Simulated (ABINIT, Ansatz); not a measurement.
# Li3OCl (Pm-3m): G0W0 on several meshes in ABINIT, part 2 of 2

How does the mesh move the gap of Li3OCl (Pm-3m)?

ABINIT 10.8.3; PBEsol and many-body steps on it, plane waves. Known limits of the many-body steps: not at the basis limit; coarse k mesh.

So far. Step 4 (4×4×4): The gap on the mesh goes from 4.61 eV to 6.71 eV, a correction of +2.10 eV. Step 5 (Empty states on the mesh, 2×2×2 mesh, 72 bands): On this mesh the gap is 4.610 eV.

## 6. Screening, 2×2×2 mesh, 66 bands, screening to 114.3 eV

This step: RPA screening on PBEsol, plane waves, norm-conserving pseudopotentials.

Contents of run.abi:

```
acell 3*1.0 Angstrom
rprim 
  3.908337000000 0.000000000000 0.000000000000
  0.000000000000 3.908337000000 0.000000000000
  0.000000000000 0.000000000000 3.908337000000
ntypat 3
znucl 3 17 8
natom 5
typat 1 1 1 2 3
xred 
  0.000000000000 0.500000000000 0.500000000000
  0.500000000000 0.000000000000 0.500000000000
  0.500000000000 0.500000000000 0.000000000000
  0.000000000000 0.000000000000 0.000000000000
  0.500000000000 0.500000000000 0.500000000000
pp_dirpath "pseudos"
pseudos "Li.upf, Cl.upf, O.upf"
ecut 36
ngkpt 2 2 2
nshiftk 1
shiftk 0 0 0
kptopt 1
chksymbreak 0
istwfk *1
occopt 1
irdwfk 1
optdriver 3
nband 66
ecuteps 4.2
inclvkb 2
awtr 1
symchi 1
indata_prefix "in"
outdata_prefix "out"
tmpdata_prefix "tmp"
```

Launch:

```
> OMP_NUM_THREADS=1 mpirun -n 4 abinit run.abi > log
```

Numbers of over 12 decimals in the logs are rounded to 6 here.

Output:

```text
.Version 10.8.3 of ABINIT. v10.8.2 released Aug 2026.

 Symmetries : space group Pm -3 m (#221); Bravais cP (primitive cubic)
[... echo of the input left out ...]
== DATASET  1 ==================================================================
-   mpi_nproc: 4, omp_nthreads: 1 (-1 if OMP is not activated)

--- !DatasetInfo
iteration_state: {dtset: 1, }
dimensions: {natom: 5, nkpt: 4, mband: 66, nsppol: 1, nspinor: 1, nspden: 1, mpw: 4224, }
cutoff_energies: {ecut:  36.0, pawecutdg:  -1.0, }
electrons: {nelect:   2.20000000E+01, charge:   0.00000000E+00, occopt:   1.00000000E+00, tsmear:   1.00000000E-02, }

 SCREENING: Calculation of the susceptibility and dielectric matrices

 Based on a program developped by R.W. Godby, V. Olevano, G. Onida, and L. Reining.
 Incorporated in ABINIT by V. Olevano, G.-M. Rignanese, and M. Torrent.
.Using double precision arithmetic ; gwpc =  8

[... cell and pseudopotentials left out ...]
--------------------------------------------------------------------------------

 ==== K-mesh for the wavefunctions ====
 Number of points in the irreducible wedge :     4
[... list of points left out ...]
 Together with 48 symmetry operations and time-reversal symmetry
 yields     8 points in the full Brillouin Zone.

 ==== Q-mesh for the screening function ====
 Number of points in the irreducible wedge :     4
[... list of points left out ...]
 Together with 48 symmetry operations and time-reversal symmetry
 yields     8 points in the full Brillouin Zone.

 setmesh: FFT mesh size selected  =    27x   27x   27
          total number of points  =        19683

 vcoul_init : cutoff-mode = AUXILIARY_FUNCTION
 q-points for optical limit:   1
     1)      0.000010    0.000020    0.000030

- screening: taking advantage of time-reversal symmetry
- Maximum band index for partially occupied states nbvw = 11
- Remaining bands to be divided among processors   nbcw = 55
- Number of bands treated by each node ~13

 Number of electrons calculated from density =   22.0000; Expected =   22.0000
 average of density, n =  0.054607
 r_s =    1.6351
 omega_plasma =   22.5414 [eV]

 calculating chi0 at frequencies [eV] :
  1    0.000000E+00    0.000000E+00
  2    0.000000E+00    2.254139E+01

--------------------------------------------------------------------------------
  q-point number  1        q = ( 0.000000, 0.000000, 0.000000) [r.l.u.]
--------------------------------------------------------------------------------
[... chi0 elements left out ...]
 For q-point:  0.000010 0.000020 0.000030
  dielectric constant =   3.5191
  dielectric constant without local fields =   3.9362

  Average fulfillment of the sum rule on Im[epsilon] for q-point    1 :     52.63  [%]
[... wings left out ...]
  q-point number  2        q = ( 0.500000, 0.000000, 0.000000) [r.l.u.]
--------------------------------------------------------------------------------
[... chi0 elements left out ...]
  Average fulfillment of the sum rule on Im[epsilon] for q-point    2 :     61.02  [%]

 [... 2 further q-points ...]
```

Run time: 9.3 s. Hardware: 4 MPI ranks of Intel Xeon Platinum 8259CL at 2.50GHz (Skylake/Cascade Lake), shared host; peak memory 0.56 GiB; 36 s of CPU time.

This step gave:

* ε∞ with local fields, on this mesh, along the program's q direction: 3.519
* the same without local fields: 3.936
* plasma frequency: 22.54 eV
* plane waves in the screening matrix: 171

## 7. 2×2×2

This step: G0W0 on PBEsol, plane waves, norm-conserving pseudopotentials.

Changes to run.abi since step 6:

```diff
@@ -26,8 +26,17 @@
 irdwfk 1
-optdriver 3
+optdriver 4
 nband 66
+gwcalctyp 0
+ecutsigx 36
+symsigma 1
+nkptgw 2
+kptgw 
+  0.5000000000 0.5000000000 0.0000000000
+  0.0000000000 0.0000000000 0.0000000000
+bdgw 
+  10 13
+  9 14
 ecuteps 4.2
-inclvkb 2
-awtr 1
-symchi 1
+irdscr 1
+ppmodel 1
 indata_prefix "in"
```

Output:

```text
.Version 10.8.3 of ABINIT. v10.8.2 released Aug 2026.

 Symmetries : space group Pm -3 m (#221); Bravais cP (primitive cubic)
[... echo of the input left out ...]
== DATASET  1 ==================================================================
-   mpi_nproc: 4, omp_nthreads: 1 (-1 if OMP is not activated)

--- !DatasetInfo
iteration_state: {dtset: 1, }
dimensions: {natom: 5, nkpt: 4, mband: 66, nsppol: 1, nspinor: 1, nspden: 1, mpw: 4224, }
cutoff_energies: {ecut:  36.0, pawecutdg:  -1.0, }
electrons: {nelect:   2.20000000E+01, charge:   0.00000000E+00, occopt:   1.00000000E+00, tsmear:   1.00000000E-02, }

 SIGMA: Calculation of the GW corrections

 Based on a program developped by R.W. Godby, V. Olevano, G. Onida, and L. Reining.
 Incorporated in ABINIT by V. Olevano, G.-M. Rignanese, and M. Torrent.
.Using double precision arithmetic ; gwpc =  8

[... cell and pseudopotentials left out ...]
--------------------------------------------------------------------------------

 ==== K-mesh for the wavefunctions ====
 Number of points in the irreducible wedge :     4
[... list of points left out ...]
 Together with 48 symmetry operations and time-reversal symmetry
 yields     8 points in the full Brillouin Zone.

 ==== Q-mesh for screening function ====
 Number of points in the irreducible wedge :     4
[... list of points left out ...]
 Together with 48 symmetry operations and time-reversal symmetry
 yields     8 points in the full Brillouin Zone.

 vcoul_init : cutoff-mode = AUXILIARY_FUNCTION
 q-points for optical limit:   1
     1)      0.000010    0.000020    0.000030
 setmesh: FFT mesh size selected  =    40x   40x   40
          total number of points  =        64000

 Number of electrons calculated from density =   22.0000; Expected =   22.0000
[...]
number of omega for Sigma on real axis              0
 max omega for Sigma on real axis  [eV]           0.00
 zcut for avoiding poles [eV]                     0.10

 EPSILON^-1 parameters (SCR file):
 dimension of the eps^-1 matrix on file            171
 dimension of the eps^-1 matrix used               171
 number of plane-waves for wavefunctions          4139
 number of bands                                    66
 number of q-points in IBZ                           4
 number of frequencies                               2
 number of real frequencies                          1
 number of imag frequencies                          1

 matrix elements of self-energy operator (all in [eV])

 Perturbative Calculation

--- !SelfEnergy_ee
iteration_state: {dtset: 1, }
kpoint     : [   0.500,    0.500,    0.000, ]
spin       : 1
KS_gap     :    4.712
QP_gap     :    6.590
Delta_QP_KS:    1.878
data: !SigmaeeData |
     Band     E0 <VxcDFT>   SigX SigC(E0)      Z dSigC/dE  Sig(E)    E-E0       E
       10   1.281 -18.123 -23.240   4.155   0.775  -0.290 -18.869  -0.745   0.536
       11   1.281 -18.123 -23.240   4.155   0.775  -0.290 -18.869  -0.745   0.536
       12   5.994  -8.245  -3.492  -3.412   0.844  -0.184  -7.113   1.132   7.126
[...]
--- !SelfEnergy_ee
iteration_state: {dtset: 1, }
kpoint     : [   0.000,    0.000,    0.000, ]
spin       : 1
KS_gap     :    5.114
QP_gap     :    7.046
Delta_QP_KS:    1.932
data: !SigmaeeData |
     Band     E0 <VxcDFT>   SigX SigC(E0)      Z dSigC/dE  Sig(E)    E-E0       E
[...]
13   8.154  -8.574  -3.684  -3.449   0.843  -0.186  -7.359   1.215   9.368
       14   8.154  -8.574  -3.684  -3.449   0.843  -0.186  -7.359   1.215   9.368

== END DATASET(S) ==============================================================
================================================================================

 -outvars: echo values of variables after computation  --------
           etotal      0.0000000000E+00
            nband          66
             nkpt           4
          spgroup         221
 [... the other variables as echoed above ...]

 Calculation completed.
```

The job ended after 8.5 s (4 MPI ranks; peak memory 0.54 GiB; 33 s of CPU time).

Numbers from this step:

- G0W0 gap on the points computed: 6.463 eV
- starting gap on the mesh: 4.610 eV
- k of the valence top: 0.5, 0.5, 0
- k of the conduction bottom: 0, 0, 0
- Z at the valence top: 0.775
- Z at the conduction bottom: 0.836
- least direct G0W0 gap on the computed points: 6.59 eV

Against G0W0 in ABINIT (4×4×4 mesh, 66 bands, screening to 114.3 eV, Godby-Needs plasmon pole), the gap moves by −0.246 eV.

## 8. Side by side

Times are wall times on 4 MPI ranks of Intel Xeon Platinum 8259CL at 2.50GHz (Skylake/Cascade Lake), shared host. The host was busy with other work, so they are no guide to cost. A run's time includes the screening step that it read.

```
  run   mesh  bands  screening cutoff (eV)  DFT gap (eV)  gap on the mesh (eV)  direct (eV)  ε∞ used  time
4×4×4  4×4×4     66                  114.3         4.610                 6.709        6.854     3.01  48 s
2×2×2  2×2×2     66                  114.3         4.610                 6.463        6.590     3.52  18 s
```

## 9. What came out

```json
{"4×4×4": "6.709 eV", "2×2×2": "6.463 eV", "known limits": "not at the basis limit; coarse k mesh"}
```

2×2×2: −0.246 eV against 4×4×4. Bands and cutoff are finite, so the gap is not at the basis limit. The miss can reach some tenths of an eV and take either sign; the mesh is an error of its own. In the first G0W0 run levels were corrected at 2 k points alone, so a gap called «on the mesh» is the least over those, and an edge elsewhere would be missed. The 4×4×4 mesh is coarse for this cell, which bears on the long-range parts of exchange and screening.

[Paths, hosts, dates, memory and timing lines, banners, echoed tables and standing remarks are left out of the program output.]

[Logs are printed without paths, hosts, clocks, repeated set-up lines and the standing remarks that a program may print on its own settings, such as how far it seeks lower states.]

[Runs of the session that timed out or met a known fault of the program may be left out.]

[No measured gap is set beside runs whose start may be inverted or whose files or cutoffs have a known fault.]

[Hosts, paths, dates, database ids (printed as entryN), source tags and the programs' standing remarks are cut or masked in the printed files.]

[G0W0 gaps are taken among the corrected bands and points alone; a level outside them can change the order at an edge.]

[Where Ansatz stands beside ABINIT at settings called matched, ABINIT's density can come from a denser mesh and the files from another edition; pairs whose starting gaps differed by over 0.03 eV were left out, so agreement reads better than it is.]
